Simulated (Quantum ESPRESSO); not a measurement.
# BaFe2S3: parallel and opposed starts, part 2 of 2

Does BaFe2S3 prefer parallel or opposed moments?

Quantum ESPRESSO 7.5; LDA with U = 4.5 eV on Fe d (ortho-atomic projectors); plane waves with GBRV 1.5 LDA potentials, no spin-orbit coupling.

So far, absolute magnetization (μB): step 2 (run 1 (ferro ++++)) 16.0.

### 3. Run 2, typed as antiferro ++−−

Input file pw.in:

```
&CONTROL
  calculation = 'scf'
  prefix = 'pwscf'
  outdir = './tmp'
  pseudo_dir = './pseudo'
  disk_io = 'nowf'
/
&SYSTEM
  ibrav = 0
  nat = 12
  ntyp = 4
  ecutwfc = 40
  ecutrho = 280
  nbnd = 76
  occupations = 'smearing'
  smearing = 'fd'
  degauss = 0.00367493
  nspin = 2
  starting_magnetization(1) = 0
  starting_magnetization(2) = 0.25
  starting_magnetization(3) = -0.25
  starting_magnetization(4) = 0
/
&ELECTRONS
  conv_thr = 2.4d-08
  electron_maxstep = 150
  mixing_beta = 0.3
/
ATOMIC_SPECIES
Ba    137.3270 ba_lda_v1.uspp.F.UPF
Fe1    55.8450 fe_lda_v1.5.uspp.F.UPF
Fe2    55.8450 fe_lda_v1.5.uspp.F.UPF
S      32.0600 s_lda_v1.4.uspp.F.UPF
CELL_PARAMETERS angstrom
   4.3917500000   -5.6095000000    0.0000000000
   4.3917500000    5.6095000000    0.0000000000
   0.0000000000    0.0000000000    5.2860000000
ATOMIC_POSITIONS crystal
Ba      0.3141000000    0.6859000000    0.2500000000
Ba      0.6859000000    0.3141000000    0.7500000000
Fe1     0.8464000000    0.8464000000    0.0000000000
Fe1     0.1536000000    0.1536000000    0.5000000000
Fe2     0.1536000000    0.1536000000    0.0000000000
Fe2     0.8464000000    0.8464000000    0.5000000000
S       0.8306000000    0.5842000000    0.2500000000
S       0.1694000000    0.4158000000    0.7500000000
S       0.5842000000    0.8306000000    0.7500000000
S       0.4158000000    0.1694000000    0.2500000000
S       0.8853000000    0.1147000000    0.2500000000
S       0.1147000000    0.8853000000    0.7500000000
K_POINTS automatic
4 4 4 0 0 0
HUBBARD {ortho-atomic}
U Fe1-3d 4.5000
U Fe2-3d 4.5000
```

Launch:

```sh
$ OMP_NUM_THREADS=1 mpirun -n 4 pw.x -nk 4 -in pw.in > pw.out
```

What it wrote:

```text
     [... lines left out ...]
Program PWSCF v.7.5 starts
     [... lines left out ...]
     number of atoms/cell      =           12
     [... lines left out ...]
     number of electrons       =       120.00
     number of Kohn-Sham states=           76
     kinetic-energy cutoff     =      40.0000  Ry
     charge density cutoff     =     280.0000  Ry
     scf convergence threshold =      2.4E-08
     [... lines left out ...]
      4 Sym. Ops. (no inversion) found ( 2 have fractional translation)
     [... lines left out ...]
     number of k points=    21  Fermi-Dirac smearing, width (Ry)=  0.0037
     [... lines left out ...]
     iteration #150     ecut=    40.00 Ry     beta= 0.30
     [... lines left out ...]
     estimated scf accuracy    <       0.00558283 Ry
     total magnetization       =    -0.01 Bohr mag/cell
     absolute magnetization    =    13.73 Bohr mag/cell
     [... lines left out ...]
     convergence NOT achieved after 150 iterations: stopping
[key lines of the parts left out:]
total energy              =   -1286.37106928 Ry
```

Run time: 40 min. Hardware: 4 MPI ranks of AMD EPYC 7R43, shared host; peak memory 1.9 GiB.

Residual by cycle:

cycle, log10 residual and a bar from the least value:
```
        1        1.3 ##############################
       15       -1.8 #
       28       -1.8 ##
       42       -1.1 ########
       55       -1.5 ####
       69       -1.0 #########
       82       -1.1 ########
       96       -0.9 #########
      109       -1.0 ########
      123       -1.9 
      136       -0.4 ##############
      150       -1.1 ########
```

The run stopped without converging, so none of its numbers is a property of the system.

After 150 cycles the residual stands at 0.076, against 0.038 at cycle 76 and a least value of 0.0079. The cap of 150 cycles in the input ended the loop.

### 4. Run 3, typed as antiferro +−−+

pw.in: that of step 3 with these lines changed.

```diff
@@ -41,5 +41,5 @@
 Fe1     0.8464000000    0.8464000000    0.0000000000
-Fe1     0.1536000000    0.1536000000    0.5000000000
+Fe2     0.1536000000    0.1536000000    0.5000000000
 Fe2     0.1536000000    0.1536000000    0.0000000000
-Fe2     0.8464000000    0.8464000000    0.5000000000
+Fe1     0.8464000000    0.8464000000    0.5000000000
 S       0.8306000000    0.5842000000    0.2500000000
```

What it wrote:

```text
     [... lines left out ...]
Program PWSCF v.7.5 starts
     [... lines left out ...]
     number of atoms/cell      =           12
     [... lines left out ...]
     number of electrons       =       120.00
     number of Kohn-Sham states=           76
     kinetic-energy cutoff     =      40.0000  Ry
     charge density cutoff     =     280.0000  Ry
     scf convergence threshold =      2.4E-08
     [... lines left out ...]
      4 Sym. Ops. (no inversion) found ( 2 have fractional translation)
     [... lines left out ...]
     number of k points=    21  Fermi-Dirac smearing, width (Ry)=  0.0037
     [... lines left out ...]
     iteration # 18     ecut=    40.00 Ry     beta= 0.30
     [... lines left out ...]
     Magnetic moment per site  (integrated on atomic sphere of radius R)
     atom   1 (R=0.190)  charge=  7.6197  magn=  0.0000
     atom   2 (R=0.190)  charge=  7.6197  magn=  0.0000
     atom   3 (R=0.131)  charge= 13.9037  magn=  3.1755
     atom   4 (R=0.131)  charge= 13.9037  magn= -3.1755
     atom   5 (R=0.131)  charge= 13.9037  magn= -3.1755
     atom   6 (R=0.131)  charge= 13.9037  magn=  3.1755
     atom   7 (R=0.131)  charge=  3.7299  magn=  0.1307
     atom   8 (R=0.131)  charge=  3.7299  magn= -0.1307
     atom   9 (R=0.131)  charge=  3.7299  magn=  0.1307
     atom  10 (R=0.131)  charge=  3.7299  magn= -0.1307
     atom  11 (R=0.131)  charge=  3.7863  magn=  0.0000
     atom  12 (R=0.131)  charge=  3.7863  magn=  0.0000
     [... lines left out ...]
     Tr[ns(  3)] (up, down, total) =   4.83088  1.47769  6.30857
     [... lines left out ...]
     Tr[ns(  4)] (up, down, total) =   1.47767  4.83088  6.30855
     [... lines left out ...]
     Tr[ns(  5)] (up, down, total) =   1.47767  4.83088  6.30855
     [... lines left out ...]
     Tr[ns(  6)] (up, down, total) =   4.83088  1.47769  6.30857
     [... lines left out ...]
     the Fermi energy is     8.9737 ev
!    total energy              =   -1286.55971175 Ry
     estimated scf accuracy    <       0.00000002 Ry
     smearing contrib. (-TS)   =      -0.00000002 Ry
     [... lines left out ...]
     total magnetization       =    -0.00 Bohr mag/cell
     absolute magnetization    =    14.76 Bohr mag/cell
     convergence has been achieved in  18 iterations
```

Elapsed: 4.7 min, on 4 MPI ranks; peak memory 1.9 GiB.

Spin moment in the atom's sphere by atom:

| atom | spin moment in the atom's sphere (μB) |
| --- | --- |
| Ba1 | 0.00 |
| Ba2 | 0.00 |
| Fe3 | 3.18 |
| Fe4 | -3.18 |
| Fe5 | -3.18 |
| Fe6 | 3.18 |
| S7 | 0.13 |
| S8 | -0.13 |
| S9 | 0.13 |
| S10 | -0.13 |
| S11 | 0.00 |
| S12 | 0.00 |

This step gave:

| Property | Result |
| --- | --- |
| smearing term TS | 3.26e-7 eV |
| magnetization | 0 μB |
| absolute magnetization | 14.76 μB |
| final state | antiferromagnetic |

### 5. Energies of the orders

An order is kept where moments of 0.15 μB or more survive with the typed signs; meshes match where a doubled cell samples the same k points as the first cell.

Orders:

| start | final state | typed order kept | energy over the lowest (meV a seeded atom) | largest site moment (μB) | net moment (μB a cell of the first run) | mesh matched | CPU time (s) |
| --- | --- | --- | --- | --- | --- | --- | --- |
| ferro ++++ | ferromagnetic | yes | 201.2 | 3.317 | 15.97 | yes | 1158 |
| antiferro +--+ | antiferromagnetic | yes | 0 | 3.175 | 0 | yes | 1131 |

### 6. Fillings of the first corrected shells

| start | type | spin | occupation numbers |
| --- | --- | --- | --- |
| ferro ++++ | Fe | up | 0.969 0.969 0.973 0.973 0.984 |
| ferro ++++ | Fe | down | 0.098 0.123 0.139 0.254 0.761 |
| ferro ++++ | Fe | up | 0.969 0.969 0.973 0.973 0.984 |
| ferro ++++ | Fe | down | 0.098 0.123 0.139 0.254 0.761 |
| antiferro +--+ | Fe1 | up | 0.953 0.961 0.968 0.969 0.979 |
| antiferro +--+ | Fe1 | down | 0.076 0.137 0.148 0.538 0.579 |
| antiferro +--+ | Fe2 | up | 0.076 0.137 0.148 0.538 0.579 |
| antiferro +--+ | Fe2 | down | 0.953 0.961 0.968 0.969 0.979 |

### 7. Results

| Quantity | Value |
| --- | --- |
| moments, largest by run | 3.32, 3.18 μB |
| spread of the energies of the runs with moments | 201 meV a seeded atom |

What this shows: Under a U these runs seem to end in unlike orbital states: the fillings of their corrected shells differ, or their energies lie too far apart for exchange alone. The differences are then no exchange energies, and the ranking says little of the magnetic order. Seeding all runs from one set of occupation matrices is the usual remedy.

[Logs and program files are shortened in this print: banners, set-up blocks, solver, clock and traceback lines can be left out without a mark of their own.]

[Logs are printed without paths, hosts, clocks, repeated set-up lines and the standing remarks that a program may print on its own settings, such as how far it seeks lower states.]

[Hosts, paths, dates, database ids (printed as entryN), source tags and the programs' standing remarks are cut or masked in the printed files.]

[Where a cell is said to come from a database of computed structures, the database is the Materials Project.]
